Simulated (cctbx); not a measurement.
# What is wrong with this refinement?

Cell a = 13.3510 Å, b = 13.3510 Å, c = 6.9600 Å, α = 90.00°, β = 90.00°, γ = 120.00°; space group P321 (no. 150). The compound is LiGaMoI6.

Simulated single-crystal data (cctbx): Cu Kα, λ = 1.54184 Å, to d = 0.83 Å, 50 % of the full sphere, strongest reflection 70000 counts, noise from counting, a 2 % proportional error and a noise floor of 8 counts (s.d.); no absorption.

An anisotropic refinement with weights 1/σ² prints:

```text
Rint 0.020, 1302 unique reflections to 0.83 A
cycle     R1     wR2    GooF  max shift (A)
   1  0.0533  0.1240   4.683   0.00799
   5  0.0327  0.0770   2.908   0.00042
final R1 0.0327 wR2 0.0770 GooF 2.908  parameters 42  data/parameter 31.0
atom        x        y        z      Ueq    occ   su(xyz)  su(Uiso or U11)
I1     0.21636  0.77453  0.26495   0.0078  1.000  0.00009  0.0004
I2     0.53270  0.10065  0.27667   0.0067  1.000  0.00010  0.0003
I3     0.77942  0.89571  0.75135   0.0053  1.000  0.00009  0.0004
Mo1    0.00000  0.31712  0.50000   0.0067  1.000  0.00009  0.0006
V1     0.00000  0.64906  0.00000  -0.0107  1.000  0.00015  0.0009  NPD
Li1    0.66667  0.33333  0.50386   0.0160  1.000  0.00513  0.0111
Li2    0.00000  0.00000  0.00000   0.0084  1.000  0.00000  0.0155
difference map: max 5.07 min -1.66 rms 0.27
Q1    0.0000  0.6567  0.0000    3    5.10  0.10 A from V1
Q2    0.3333  0.6667  0.0065    2    2.33  3.16 A from I1
Q3    0.0000  0.9695  0.0000    3    1.85  0.41 A from Li2
Q4    0.0267  0.3589  0.0484    6    0.93  2.76 A from I1
Q5    0.0419  0.3798  0.4932    6    0.83  0.74 A from Mo1
Q6    0.0493  0.1732  0.4914    6    0.67  1.98 A from I3
```

Q: Accept it or mend it, and why?

Mend it. The fault: wrong element: V1 is Ga. Against the right model at the same level, R1 goes from 0.0110 to 0.0327 and GooF from 0.92 to 2.91, U of V1 shrinks from 0.0043 to -0.0107 Å² and the top difference peak, 5.1 e/Å³, lies on V1. V1 has 8 electrons too few and its U shrinks to make up, as expected.

The compound is LiGaMoI6. The right model at the same level gives:

```text
Rint 0.020, 1302 unique reflections to 0.83 A
cycle     R1     wR2    GooF  max shift (A)
   1  0.0193  0.0481   1.818   0.00557
   5  0.0110  0.0243   0.916   0.00034
final R1 0.0110 wR2 0.0243 GooF 0.916  parameters 42  data/parameter 31.0
atom        x        y        z      Ueq    occ   su(xyz)  su(Uiso or U11)
I1     0.21643  0.77453  0.26507   0.0068  1.000  0.00003  0.0001
I2     0.53262  0.10069  0.27669   0.0056  1.000  0.00003  0.0001
I3     0.77943  0.89569  0.75129   0.0044  1.000  0.00003  0.0001
Mo1    0.00000  0.31702  0.50000   0.0060  1.000  0.00003  0.0002
Ga1    0.00000  0.64958  0.00000   0.0043  1.000  0.00005  0.0003
Li1    0.66667  0.33333  0.50456   0.0033  1.000  0.00135  0.0027  NPD
Li2    0.00000  0.00000  0.00000   0.0088  1.000  0.00000  0.0048
Flack x: 0.000(6)
Hooft y: 0.001(6)  Bijvoet pairs: 555
difference map: max 0.43 min -0.41 rms 0.10
Q1    0.1551  0.3319  0.0855    6    0.44  1.80 A from I1
Q2    0.1084  0.8813  0.5560    6    0.37  1.36 A from I3
Q3    0.1174  0.5729  0.5280    6    0.36  1.44 A from I2
Q4    0.0446  0.1708  0.4953    6    0.36  1.97 A from I3
Q5    0.0393  0.8063  0.0265    6    0.36  1.89 A from Ga1
Q6    0.0335  0.2381  0.5790    6    0.34  1.44 A from Mo1
```

This is a model crystal, built by substitution and not relaxed, with assumed displacement parameters.

[Middle refinement cycles are left out of these outputs.]

[Logs are printed without paths, hosts, clocks, repeated set-up lines and the standing remarks that a program may print on its own settings, such as how far it seeks lower states.]
